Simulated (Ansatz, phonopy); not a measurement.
# Quasi-harmonic thermodynamics of Cu (Copper, Fm-3m), part 2 of 3

Wanted: α(T), C_P(T) and B(T) of Cu (Copper) in the quasi-harmonic approximation.

Measurements to reproduce:
- heat capacity C_P per formula unit 24.5 J/mol/K near room temperature (given in “High-Throughput Prediction of Finite-Temperature Properties using the Quasi-Harmonic Approximation”, 2016, arXiv:1603.06924)

Ansatz 0.2.0; DFT LDA, scalar-relativistic, plane waves, PAW (the session's first sound run).

So far. Step 2 (Probe on a coarse mesh): The start is under -12 GPa at this level and looks like a metal on this mesh. Step 5 (Tight relaxation): The residual pressure is -0.0078 GPa, small enough for phonons.

## (6) Phonons on strained cells

The study relaxes the crystal at several strains, solves the phonons on some of them and minimises the free energy at each temperature (static energy, vibrations, the electrons in a metal, and PV under a set pressure); the q-mesh sets how far the force constants reach.

input.yaml

```yaml
crystal:
  lattice:
    - [0.0, 1.7592976432, 1.7592976432]
    - [1.7592976432, 0.0, 1.7592976432]
    - [1.7592976432, 1.7592976432, 0.0]
  atoms:
    - { symbol: Cu, position: [0.0, 0.0, 0.0] }
kpoints:
  mp_grid: { grid: [24, 24, 24] }
hamiltonian:
  xc: lda
scf:
  occupations: { method: methfessel_paxton, width: 0.2 }
  lower_state_search: "off"
output:
  eigenvalues: true
phonons:
  method: dfpt
  qmesh: [3, 3, 3]
  temperatures: { t_max: 1200.0, t_step: 50 }
  thermal_expansion: {}
```

Launch:

```bash
> ansatz run input.yaml --threads 8 --pin off --max-ram 16384MiB --backend cpu --events-out ev --progress --plain --runs-dir out
```

Numbers of over 12 decimals in the logs are rounded to 6 here.

Log:

```text
[...]
Crystal: 1 atoms, lattice volume = 10.891 Å³
Basis set: ecut = 487.2 eV, 283 PW (Γ), exchange–correlation on 36×36×36 points (8 copies of the dense FFT grid, shifted against one another)
Bands: 14, of which v1, the nominal top of the filled ones, is band 10 counted from 1 (9 counted from 0)
Symmetry: 48 space group operations
[...]
k-points: 413 of 13824
[...]
SCF iter   1: F=—  HF=-6555.730272 eV  |F-HF|=—  |Δ(HF+E_count)|=         —  Δρ=2.27e-2  dr2=2.40e-2  ethr=1.77e-3  ⟨swp⟩=4.9  Hψ=28800  notcnv=0
[...]
SCF iter   7: F=-6555.723413 eV  HF=-6555.723413 eV  |F-HF|=9.09e-13  |Δ(HF+E_count)|=  1.82e-12  S|Δr|=    0.00e0  Δρ=7.55e-8  dr2=7.18e-14  ethr=1.00e-12  ⟨swp⟩=5.0  Hψ=21475  notcnv=0
SCF 1 converged in 7 iterations: F = -6555.723413 eV  dr2 = 7.18e-14
[...]
relax step   1: F+E_penalty+E_count = -6555.72341277 eV  Δ(F+E_penalty+E_count) = +0.000e0 eV  max|allowed force component| = 0.000e0 eV/Å  Δτ_max = 0.0000 Å  (7 SCF iters, accepted)
SCF converged after 7 iterations
[...]
Free energy (F): -6555.723413 eV
[...]
Internal energy: -6555.723656 eV  (E = F + TS)
E sigma→0 (E₀):  -6555.723474 eV
Entropy (-TS):   0.000243 eV (0.243 meV/atom)
Fermi energy:    18.165583 eV
[...]
--- Stress (GPa, compression-positive) ---
       -0.038542       0.000000      -0.000000
        0.000000      -0.038542       0.000000
        0.000000      -0.000000      -0.038542
  P = ⅓ Tr σ = -0.0385 GPa (-0.385 kbar)
--- Band table (eV; the first three rows and the last of 413) ---
  k-point 0: bands = [... 6 lower, 14.8409, 14.8409, 15.8035, 15.8035, 41.5087, 44.4340, 44.4340, 44.4340]
  k-point 1: bands = [... 6 lower, 14.8550, 14.8550, 15.7977, 15.7977, 41.2182, 43.3989, 44.2137, 44.2137]
  k-point 2: bands = [... 6 lower, 14.8941, 14.8941, 15.7832, 15.7832, 39.8772, 42.5219, 43.7409, 43.7409]
  k-point 412: bands = [... 6 lower, 14.2518, 15.7501, 16.6188, 24.6299, 24.6299, 26.9114, 27.5424, 47.5232]
── thermal expansion: 3 new cells, 3 in all ──
thermal expansion: relaxation of cell 2
thermal expansion: relaxation of cell 3
── thermal expansion: 2 new cells, 5 in all ──
thermal expansion: relaxation of cell 4
thermal expansion: electrons of cell 4
thermal expansion: phonons of cell 4
thermal expansion: relaxation of cell 5
thermal expansion: electrons of cell 1
thermal expansion: electrons of cell 2
thermal expansion: electrons of cell 3
thermal expansion: electrons of cell 5
thermal expansion: phonons of cell 5
── thermal expansion: 6 new cells, 11 in all ──
thermal expansion: relaxation of cell 6
thermal expansion: relaxation of cell 7
thermal expansion: relaxation of cell 8
thermal expansion: relaxation of cell 9
thermal expansion: relaxation of cell 10
thermal expansion: relaxation of cell 11
thermal expansion: electrons of cell 6
thermal expansion: electrons of cell 7
thermal expansion: electrons of cell 8
thermal expansion: electrons of cell 9
thermal expansion: electrons of cell 10
thermal expansion: electrons of cell 11
thermal expansion: phonons of cell 6
thermal expansion: phonons of cell 7
thermal expansion: phonons of cell 8
--- Relaxed structure (1 steps of the walk, 1 accepted, 0 SCFs on fresh bases) ---
  F+E_penalty+E_count = -6555.72341277 eV   max|allowed force component| = 0.000e0 eV/Å
  atoms:
    - { symbol: Cu, position: [0.0, 0.0, 0.0] }
--- Thermal expansion: 11 cells in 3 rounds, 0 GPa ---
  no lower state was looked for at cell 4: scf.lower_state_search: off
  without vibrations: a 2.48784, b 2.48784, c 2.48784 Å, V 10.8881 Å³, B 188.79 GPa
  at 0 K: a 2.49248, b 2.49248, c 2.49248 Å, V 10.9491 Å³, B 185.54 GPa
  zero-point expansion: a +0.186, b +0.186, c +0.186, V +0.560 %
      T/K        a/Å        b/Å        c/Å       V/Å³ | expansion of a, b, c, V (1e-6/K)   | that of V in the mean from 25 °C | C_P, C_V (J/mol K of the cell) | B_T, B_S (GPa)
     0.00    2.49248    2.49248    2.49248    10.9491 |    0.00    0.00    0.00    0.00 |   27.31 |     0.000     0.000 |   185.54   185.54
   150.00    2.49452    2.49452    2.49452    10.9760 |   11.13   11.13   11.13   33.40 |   38.53 |    19.837    19.636 |   182.26   184.13
   298.15    2.49928    2.49928    2.49928    11.0390 |   13.98   13.98   13.98   41.94 |       - |    24.229    23.615 |   176.22   180.80
   400.00    2.50295    2.50295    2.50295    11.0877 |   14.80   14.80   14.80   44.41 |   43.35 |    25.270    24.365 |   171.86   178.24
   550.00    2.50870    2.50870    2.50870    11.1642 |   15.73   15.73   15.73   47.19 |   45.05 |    26.240    24.880 |   165.22   174.26
   700.00    2.51479    2.51479    2.51479    11.2457 |   16.60   16.60   16.60   49.80 |   46.60 |    27.025    25.163 |   158.34   170.06
   850.00    2.52123    2.52123    2.52123    11.3324 |   17.53   17.53   17.53   52.58 |   48.16 |    27.788    25.362 |   151.21   165.67
  1000.00    2.52806    2.52806    2.52806    11.4247 |   18.56   18.56   18.56   55.69 |   49.79 |    28.593    25.525 |   143.80   161.08
  1150.00    2.53533    2.53533    2.53533    11.5236 |   19.75   19.75   19.75   59.25 |   51.53 |    29.482    25.669 |   136.08   156.29
  1200.00    2.53786    2.53786    2.53786    11.5581 |   20.19   20.19   20.19   60.57 |   52.15 |    29.804    25.715 |   133.43   154.65
  the static fit leaves 0.004 meV an atom of the energies and, of the stresses, 0.000 GPa of each cell's largest along a strain (root mean squares over the cells), whose Pulay part it has at -0.051 GPa
  vibrations' free energy: its fit leaves 0.0007 meV an atom at the most
  the electrons' free energy at temperature is in it; its fit leaves 0.0000 meV an atom at the most
  free energies summed between the sampled wave vectors
  estimated error of the fitted expansion in any direction: up to 0.036e-6/K, at 950 K (an estimate, not a bound: it was exceeded on models of known expansion)
  by sums over the sampled wave vectors an expansion of the volume parts by up to 3.85e-6/K
  by a static energy of one degree less an expansion of the volume parts by up to 0.19e-6/K
  the FFT grids of the static calculations differ: 18 × 18 × 18, 20 × 20 × 20
```

Run time: 7.1 min. Hardware: 8 threads of Arm Neoverse V2, shared host; peak memory 3.5 GiB; 48 min of CPU time.

Numbers from this step:

```
pressure                                         : -0.03854 GPa
volume expansion coefficient at 298 K            : 41.94 1e-6/K
C_P at 298 K                                     : 24.23 J/mol-atom/K
entropy at 298 K                                 : 31.38 J/mol-atom/K
isothermal bulk modulus at 298 K                 : 176.2 GPa
Grüneisen parameter at 298 K                     : 2.080
volume at 298 K                                  : 11.04 Å³/atom
principal linear expansion coefficients at 298 K : 13.98, 13.98, 13.98 1e-6/K
```

Strained cells of the study; zero-point energy where phonons were solved; the pressures are stresses at a fixed cutoff and can carry an offset from the finite basis. Expansion cells, by row:

```tsv
cell	|a| (Å)	|b| (Å)	|c| (Å)	V (Å³/atom)	E - E_lowest (meV/atom)	pressure, compression positive (GPa)	gap (eV)	zero-point energy (meV/atom)
1	2.488	2.488	2.488	10.89	0.001	-0.092	-	-
2	2.508	2.508	2.508	11.15	3.642	-4.339	-	-
3	2.468	2.468	2.468	10.63	3.692	4.689	-	-
4	2.488	2.488	2.488	10.89	0	-0.107	-	33.51
5	2.501	2.501	2.501	11.06	1.471	-2.824	-	32.45
6	2.52	2.52	2.52	11.32	9.329	-6.713	-	30.8
7	2.537	2.537	2.537	11.54	20.5	-9.552	-	29.48
8	2.553	2.553	2.553	11.77	35.67	-12.11	-	28.17
9	2.463	2.463	2.463	10.57	5.807	5.966	-	-
10	2.476	2.476	2.476	10.73	1.405	2.819	-	-
11	2.573	2.573	2.573	12.05	59.66	-14.92	-	-
```

Quasi-harmonic; a, b, c are the run's own cell vectors. Expansion, by row:

```tsv
T (K)	a (Å)	b (Å)	c (Å)	alpha (deg)	beta (deg)	gamma (deg)	cell volume (Å³/cell)	alpha_a (1e-6/K)	alpha_b (1e-6/K)	alpha_c (1e-6/K)	alpha_V (1e-6/K)	C_P (J/mol-atom/K)	C_V (J/mol-atom/K)	S (J/mol-atom/K)	B_T (GPa)	B_S (GPa)	Grueneisen	extrapolation	fit error (1e-6/K)
0	2.492	2.492	2.492	60	60	60	10.95	0	0	0	0	0	0	0	185.5	185.5	-	0	0
50	2.493	2.493	2.493	60	60	60	10.95	2.74	2.74	2.74	8.22	5.308	5.304	1.915	185.3	185.5	1.895	0	0
100	2.493	2.493	2.493	60	60	60	10.96	8.29	8.29	8.29	24.86	15.06	14.99	8.886	184.1	185	2.015	0	0.01
150	2.495	2.495	2.495	60	60	60	10.98	11.13	11.13	11.13	33.4	19.84	19.64	16.02	182.3	184.1	2.049	0	0.01
200	2.496	2.496	2.496	60	60	60	11	12.58	12.58	12.58	37.73	22.15	21.81	22.08	180.3	183.1	2.065	0	0.01
250	2.498	2.498	2.498	60	60	60	11.02	13.42	13.42	13.42	40.27	23.44	22.96	27.17	178.2	181.9	2.074	0	0.01
298.1	2.499	2.499	2.499	60	60	60	11.04	13.98	13.98	13.98	41.94	24.23	23.61	31.38	176.2	180.8	2.081	0	0.01
300	2.499	2.499	2.499	60	60	60	11.04	14	14	14	41.99	24.25	23.64	31.52	176.1	180.8	2.081	0	0.01
350	2.501	2.501	2.501	60	60	60	11.06	14.44	14.44	14.44	43.31	24.83	24.07	35.31	174	179.5	2.087	0	0.01
400	2.503	2.503	2.503	60	60	60	11.09	14.8	14.8	14.8	44.41	25.27	24.36	38.65	171.9	178.2	2.092	0	0.01
450	2.505	2.505	2.505	60	60	60	11.11	15.13	15.13	15.13	45.39	25.63	24.58	41.65	169.7	176.9	2.097	0	0.01
500	2.507	2.507	2.507	60	60	60	11.14	15.44	15.44	15.44	46.31	25.95	24.75	44.37	167.5	175.6	2.102	0	0.01
550	2.509	2.509	2.509	60	60	60	11.16	15.73	15.73	15.73	47.19	26.24	24.88	46.86	165.2	174.3	2.107	0	0.01
600	2.511	2.511	2.511	60	60	60	11.19	16.02	16.02	16.02	48.06	26.51	24.99	49.15	163	172.9	2.112	0	0.02
650	2.513	2.513	2.513	60	60	60	11.22	16.31	16.31	16.31	48.92	26.77	25.08	51.28	160.7	171.5	2.117	0	0.02
700	2.515	2.515	2.515	60	60	60	11.25	16.6	16.6	16.6	49.8	27.02	25.16	53.28	158.3	170.1	2.122	0	0.02
750	2.517	2.517	2.517	60	60	60	11.27	16.9	16.9	16.9	50.7	27.28	25.24	55.15	156	168.6	2.128	0	0.03
800	2.519	2.519	2.519	60	60	60	11.3	17.21	17.21	17.21	51.63	27.53	25.3	56.92	153.6	167.2	2.134	0	0.03
850	2.521	2.521	2.521	60	60	60	11.33	17.53	17.53	17.53	52.58	27.79	25.36	58.6	151.2	165.7	2.14	0	0.03
900	2.523	2.523	2.523	60	60	60	11.36	17.86	17.86	17.86	53.58	28.05	25.42	60.19	148.8	164.2	2.146	0	0.03
950	2.526	2.526	2.526	60	60	60	11.39	18.2	18.2	18.2	54.61	28.32	25.47	61.72	146.3	162.6	2.152	0	0.04
1000	2.528	2.528	2.528	60	60	60	11.42	18.56	18.56	18.56	55.69	28.59	25.52	63.17	143.8	161.1	2.159	0	0.03
1050	2.53	2.53	2.53	60	60	60	11.46	18.94	18.94	18.94	56.82	28.88	25.57	64.58	141.3	159.5	2.165	0	0.03
1100	2.533	2.533	2.533	60	60	60	11.49	19.34	19.34	19.34	58.01	29.17	25.62	65.93	138.7	157.9	2.172	0	0.02
1150	2.535	2.535	2.535	60	60	60	11.52	19.75	19.75	19.75	59.25	29.48	25.67	67.23	136.1	156.3	2.18	0	0.02
1200	2.538	2.538	2.538	60	60	60	11.56	20.19	20.19	20.19	60.57	29.8	25.71	68.49	133.4	154.7	2.188	0	0.04
```

Expansion coefficient against temperature; values in 1e-6/K:

```tsv
temperature (K)	volume	principal 1
0	0	0
50	8.22	2.74
100	24.9	8.29
200	37.7	12.6
250	40.3	13.4
298	41.9	14.0
300	42.0	14
350	43.3	14.4
450	45.4	15.1
500	46.3	15.4
550	47.2	15.7
600	48.1	16.0
650	48.9	16.3
700	49.8	16.6
800	51.6	17.2
850	52.6	17.5
900	53.6	17.9
950	54.6	18.2
1000	55.7	18.6
1100	58.0	19.3
1150	59.2	19.8
1200	60.6	20.2
```

At 298 K the volume expansion is 41.9 × 10⁻⁶/K and B_T is 176 GPa. The q-mesh is coarse, so this is a first estimate. The program raised the cutoff to 487.2 eV by itself: with no cutoff typed, the study takes about 1.16 times the default for its relaxations and scales it with the volume for the phonons.

## (7) Quasi-harmonic fit by phonopy

This step: DFT LDA, scalar-relativistic, plane waves, PAW (phonopy 4.10.0).

Numbers from this step:

| Quantity | Value |
| --- | --- |
| volume expansion coefficient at 300 K | 41.94 1e-6/K |
| isothermal bulk modulus at 300 K | 176.1 GPa |
| C_P at 300 K | 24.33 J/mol-atom/K |
| Grüneisen parameter at 300 K | 2.096 |

The energy (each curve on its own zero) by volume; values in meV/atom:

```tsv
volume (Å³/atom)	static	F at 0 K	F at 300 K	F at 1200 K
10.891	0	2.63	6.68	25.4
11.056	1.47	3.04	5.57	17.1
11.320	9.33	9.25	9.26	9.11
11.540	20.5	19.1	16.9	6.98
11.765	35.7	33.0	28.5	8.45
```

Phonopy-qha, vinet fit of F(V) at each temperature. Qha vinet, by row:

```tsv
T (K)	fitted volume (Å³/atom)	alpha_V (1e-6/K)	B_T (GPa)	C_P (J/mol-atom/K)	Grueneisen
100	10.96	23.45	183.9	14.61	1.909
150	10.98	32.74	182.1	19.82	2.018
200	11	37.46	180.2	22.23	2.062
250	11.02	40.15	178.2	23.52	2.083
300	11.04	41.94	176.1	24.33	2.096
350	11.06	43.29	174	24.89	2.106
400	11.09	44.4	171.8	25.32	2.115
450	11.11	45.38	169.7	25.68	2.123
500	11.14	46.3	167.5	25.99	2.131
550	11.16	47.18	165.2	26.27	2.139
600	11.19	48.05	163	26.54	2.148
650	11.22	48.92	160.7	26.79	2.156
700	11.25	49.79	158.4	27.04	2.164
750	11.27	50.69	156	27.3	2.173
800	11.3	51.62	153.7	27.55	2.182
850	11.33	52.57	151.3	27.8	2.191
900	11.36	53.56	148.8	28.06	2.201
950	11.39	54.59	146.4	28.33	2.21
1000	11.42	55.67	143.9	28.6	2.22
1050	11.46	56.79	141.4	28.89	2.231
1100	11.49	57.97	138.8	29.18	2.241
1150	11.52	59.21	136.2	29.49	2.252
```

The volume expansion coefficient by temperature; values in 1e-6/K:

```tsv
temperature (K)	phonopy-qha, Vinet	Ansatz's own study
100	23.4	24.9
150	32.7	33.4
200	37.5	37.7
250	40.1	40.3
300	41.9	42.0
350	43.3	43.3
400	44.4	44.4
450	45.4	45.4
500	46.3	46.3
550	47.2	47.2
600	48.0	48.1
650	48.9	48.9
700	49.8	49.8
750	50.7	50.7
800	51.6	51.6
850	52.6	52.6
900	53.6	53.6
950	54.6	54.6
1000	55.7	55.7
1050	56.8	56.8
1100	58.0	58.0
1150	59.2	59.2
```

The fit gives a volume expansion of 41.9 × 10⁻⁶/K at 300 K, against 41.9 at 298 K from the study itself, whose static fit uses more cells.

## (8) The quasi-harmonic study, q-mesh 6×6×6

The study relaxes the crystal at several strains, solves the phonons on some of them and minimises the free energy at each temperature (static energy, vibrations, the electrons in a metal, and PV under a set pressure); the q-mesh sets how far the force constants reach.

This step: DFT LDA, scalar-relativistic, plane waves, PAW (Ansatz 0.2.0).

Changes to input.yaml since step 6:

```diff
@@ -18,3 +18,3 @@
   method: dfpt
-  qmesh: [3, 3, 3]
+  qmesh: [6, 6, 6]
   temperatures: { t_max: 1200.0, t_step: 50 }
```

Log:

```text
The last accepted step is kept in <dir> (removed where the run ends without a failure and the disk answers)
Engine: ansatz 0.2.0, aarch64-unknown-linux-gnu
Pseudopotentials: kind: paw
Pseudopotential: Cu, paw, valence charge 19, recommended cutoff 420 eV (normal), Cu.paw.azcp
Functional definition: SPW92
  exchange = slater_x
  correlation = pw_c
Crystal: 1 atoms, lattice volume = 10.891 Å³
Basis set: ecut = 487.2 eV, 283 PW (Γ), exchange–correlation on 36×36×36 points (8 copies of the dense FFT grid, shifted against one another)
Bands: 14, of which v1, the nominal top of the filled ones, is band 10 counted from 1 (9 counted from 0)
Symmetry: 48 space group operations
Space group: Fm-3m (ITA 225), of the structure as read, at distance tolerance 2.2e-5 Å
k-points: 413 of 13824
Non-local potential: Cu, projectors of the file, l = 0: 3, l = 1: 2, l = 2: 3, l = 3: 1
PAW form: soft (Blöchl's): semilocal exchange-correlation on the pseudo side does not see the compensation charge
PAW frozen core: Cu, regenerated for the run's functional, and the local potential with it (the file was generated under x = pbe(κ = 0.804, μ = 0.219515), c = pbe(β = 0.066725))
PAW one-centre angular grid: Cu, 590 points (default); XC on 64 Gauss nodes
Initial density: superposition of atomic densities (neutral atoms: chi_scale 0, normalization atom), corrected by the library's trained network
Initial wavefunctions: pseudopotential atomic-orbital guess
Functional: x = slater, c = lda
SCF iter   1: F=—  HF=-6555.730272 eV  |F-HF|=—  |Δ(HF+E_count)|=         —  Δρ=2.27e-2  dr2=2.40e-2  ethr=1.77e-3  ⟨swp⟩=4.9  Hψ=28800  notcnv=0
preconditioner: auto → none  [metal: Δε(μ)=0.027 eV  Ē_g=17.940 eV  σ=0.200 eV  W_gap=0.11  n_scr=0 (ndim 8)  ℏωp=37.3 eV  f_vac=0.000  D(μ)=0.28/eV (n_scr^D=0)]
SCF iter   2: F=—  HF=-6555.723481 eV  |F-HF|=—  |Δ(HF+E_count)|=   6.79e-3  S|Δr|=    0.00e0  Δρ=2.17e-3  dr2=4.14e-4  ethr=1.26e-4  ⟨swp⟩=2.6  Hψ=12110  notcnv=0  defer=64
SCF iter   3: F=—  HF=-6555.723389 eV  |F-HF|=—  |Δ(HF+E_count)|=   9.21e-5  S|Δr|=    0.00e0  Δρ=1.45e-3  dr2=5.93e-5  ethr=2.18e-6  ⟨swp⟩=2.1  Hψ=7847  notcnv=0  defer=64
SCF iter   4: F=—  HF=-6555.723412 eV  |F-HF|=—  |Δ(HF+E_count)|=   2.37e-5  S|Δr|=    0.00e0  Δρ=6.79e-5  dr2=2.31e-7  ethr=3.12e-7  ⟨swp⟩=1.2  Hψ=6332  notcnv=0  defer=64
SCF iter   5: F=—  HF=-6555.723413 eV  |F-HF|=—  |Δ(HF+E_count)|=   5.55e-7  S|Δr|=    0.00e0  Δρ=5.34e-6  dr2=5.13e-10  ethr=1.22e-9  ⟨swp⟩=2.1  Hψ=8742  notcnv=0  defer=64
SCF iter   6: F=—  HF=-6555.723413 eV  |F-HF|=—  |Δ(HF+E_count)|=  8.74e-10  S|Δr|=    0.00e0  Δρ=2.49e-7  dr2=1.68e-12  ethr=1.00e-12  ⟨swp⟩=7.0  Hψ=27222  notcnv=0
SCF iter   7: F=-6555.723413 eV  HF=-6555.723413 eV  |F-HF|=9.09e-13  |Δ(HF+E_count)|=  1.82e-12  S|Δr|=    0.00e0  Δρ=7.55e-8  dr2=7.18e-14  ethr=1.00e-12  ⟨swp⟩=5.0  Hψ=21475  notcnv=0
SCF 1 converged in 7 iterations: F = -6555.723413 eV  dr2 = 7.18e-14
[...]
relax step   1: F+E_penalty+E_count = -6555.72341277 eV  Δ(F+E_penalty+E_count) = +0.000e0 eV  max|allowed force component| = 0.000e0 eV/Å  Δτ_max = 0.0000 Å  (7 SCF iters, accepted)
SCF converged after 7 iterations
Stability not checked: this state was not tested for a lower state beside it, because cold or Methfessel-Paxton smearing, or corrected tetrahedra, fill the levels in a way that the test cannot read (fill_not_monotonic; see scf.lower_state_search)
Free energy (F): -6555.723413 eV
Harris-Foulkes:  -6555.723413 eV  (|F-HF|=9.09e-13)
Internal energy: -6555.723656 eV  (E = F + TS)
E sigma→0 (E₀):  -6555.723474 eV
Entropy (-TS):   0.000243 eV (0.243 meV/atom)
Fermi energy:    18.165583 eV
--- Per-component energies (eV) ---
  E_band       = -333.867488
  E_kinetic    = 301.593710
  E_local      = -3902.519874  (includes V_loc(G=0)·N_el)
  E_nonlocal   = 393.542167
  E_hartree    = 1720.357089
  E_xc         = -89.910033
  E_vxc        = -116.620467  (∫ρ·V_xc dr)
  E_paw        = -1592.464467  (= ΣΔE_a)
  E_vpaw       = -450.577330  (= ΣTr[D̂ρ^β])
  E_aug_tail   = 0.000125  (compensation charges beyond the density's cutoff)
  E_ewald      = -3386.772033
  E_core_change = 0.449660  (= ΣΔE_core)
  E_smearing   = 0.000243  (= −TS)
  E_closure    = -0.000000  (closes the sum)
  Σ components = -6555.723413   (vs F -6555.723413, Δ=0.00e0)
--- Forces (eV/Å), atoms counted from 1 ---
  atom   1  Cu    -0.00000000     0.00000000     0.00000000
  max |Σ_I F_I| component: 1.15e-31 eV/Å
--- Stress (GPa, compression-positive) ---
       -0.038542       0.000000      -0.000000
        0.000000      -0.038542       0.000000
        0.000000      -0.000000      -0.038542
  P = ⅓ Tr σ = -0.0385 GPa (-0.385 kbar)
--- Band table (eV; the first three rows and the last of 413) ---
  k-point 0: bands = [... 6 lower, 14.8409, 14.8409, 15.8035, 15.8035, 41.5087, 44.4340, 44.4340, 44.4340]
  k-point 1: bands = [... 6 lower, 14.8550, 14.8550, 15.7977, 15.7977, 41.2182, 43.3989, 44.2137, 44.2137]
  k-point 2: bands = [... 6 lower, 14.8941, 14.8941, 15.7832, 15.7832, 39.8772, 42.5219, 43.7409, 43.7409]
  k-point 412: bands = [... 6 lower, 14.2518, 15.7501, 16.6188, 24.6299, 24.6299, 26.9114, 27.5424, 47.5232]
── thermal expansion: 3 new cells, 3 in all ──
thermal expansion: relaxation of cell 2
thermal expansion: relaxation of cell 3
── thermal expansion: 2 new cells, 5 in all ──
thermal expansion: relaxation of cell 4
thermal expansion: electrons of cell 4
thermal expansion: phonons of cell 4
thermal expansion: relaxation of cell 5
thermal expansion: electrons of cell 1
thermal expansion: electrons of cell 2
thermal expansion: electrons of cell 3
thermal expansion: electrons of cell 5
thermal expansion: phonons of cell 5
── thermal expansion: 7 new cells, 12 in all ──
thermal expansion: relaxation of cell 6
thermal expansion: relaxation of cell 7
thermal expansion: relaxation of cell 8
thermal expansion: relaxation of cell 9
thermal expansion: relaxation of cell 10
thermal expansion: relaxation of cell 11
thermal expansion: relaxation of cell 12
thermal expansion: electrons of cell 6
thermal expansion: electrons of cell 7
thermal expansion: electrons of cell 8
thermal expansion: electrons of cell 9
thermal expansion: electrons of cell 10
thermal expansion: electrons of cell 11
thermal expansion: electrons of cell 12
thermal expansion: phonons of cell 6
thermal expansion: phonons of cell 7
```

It took 32 min on 8 threads; peak memory 6.4 GiB.

The run was cut off at its time limit.

(Continued in part 3 of 3.)

[Logs are printed without paths, hosts, clocks, repeated set-up lines and the standing remarks that a program may print on its own settings, such as how far it seeks lower states.]

[Hosts, paths, dates, database ids (printed as entryN), source tags and the programs' standing remarks are cut or masked in the printed files.]

[A step with changed settings may run another functional than the one named; its input shows which.]
